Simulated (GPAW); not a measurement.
# BAs (F-43m): how ε∞ follows the gap

The empty bands of BAs (F-43m) are shifted up rigidly by Δ, and ε∞ is computed for each shift.

It takes space group F-43m (No. 216, cubic). Conventional cell: a = 4.777 Å, b = 4.777 Å, c = 4.777 Å, α = 90.00°, β = 90.00°, γ = 90.00°. Around As on site c lie 4 B at 2.07 Å. B on site a is surrounded by 4 As at 2.07 Å.

Method: GPAW 26.7.0, LDA, RPA, k-mesh 12×12×12, local fields up to 50 eV, Lorentzian half width 0.15 eV.

Launch of the response step: `OMP_NUM_THREADS=1 python df.py`. The series took 68 s in all, its band step included, on 1 thread of Arm Neoverse V1, with other jobs on the host.

```tsv
Δ (eV)	ε∞
0.00	9.707
0.40	9.133
0.80	8.632
1.20	8.194
1.60	7.807
2.00	?
```

With one effective transition at E₀ and fixed dipole strength, ε∞ − 1 = A/(E₀ + Δ), so 1/(ε∞ − 1) is linear in Δ.

Working, on the rows shown:

| x = Δ (eV) | y = 1/(ε∞ − 1) |
| --- | --- |
| 0 | 0.11485 |
| 0.4 | 0.122956 |
| 0.8 | 0.131027 |
| 1.2 | 0.139005 |
| 1.6 | 0.146908 |

Means: x̄ = 0.8, ȳ = 0.13095. Σ(x − x̄)(y − ȳ) = 0.03207, Σ(x − x̄)² = 1.6. Slope = 0.03207 / 1.6 = 0.02004; intercept = ȳ − slope · x̄ = 0.11492. Turned back into ε∞, the line misses the rows shown by at most 0.005.

Predict the last column of the withheld row from the fit.

At x = 2 the line gives y = 0.155, that is 7.452. The run gave 7.461, so the extrapolation is off by 0.0093, 0.4 % of the range in the table.

Refitted with all rows, the slope is 0.01996 and the intercept 0.11496. These give E₀ = intercept/slope = 5.8 eV, far above the least direct gap of 3.27 eV: most of the screening comes from transitions well over the edge. Over the first step ε∞ falls by 15 % per eV. Excitons are left out; LDA gaps are as a rule too small. The values come from a sum over the points of one k-mesh and carry its error, which grows as the direct gap shrinks. The local-field cutoff holds few shells of reciprocal vectors for this small cell, so ε∞ can read a few per cent high. Spin-orbit coupling is left out.

[Logs are printed without paths, hosts, clocks, repeated set-up lines and the standing remarks that a program may print on its own settings, such as how far it seeks lower states.]
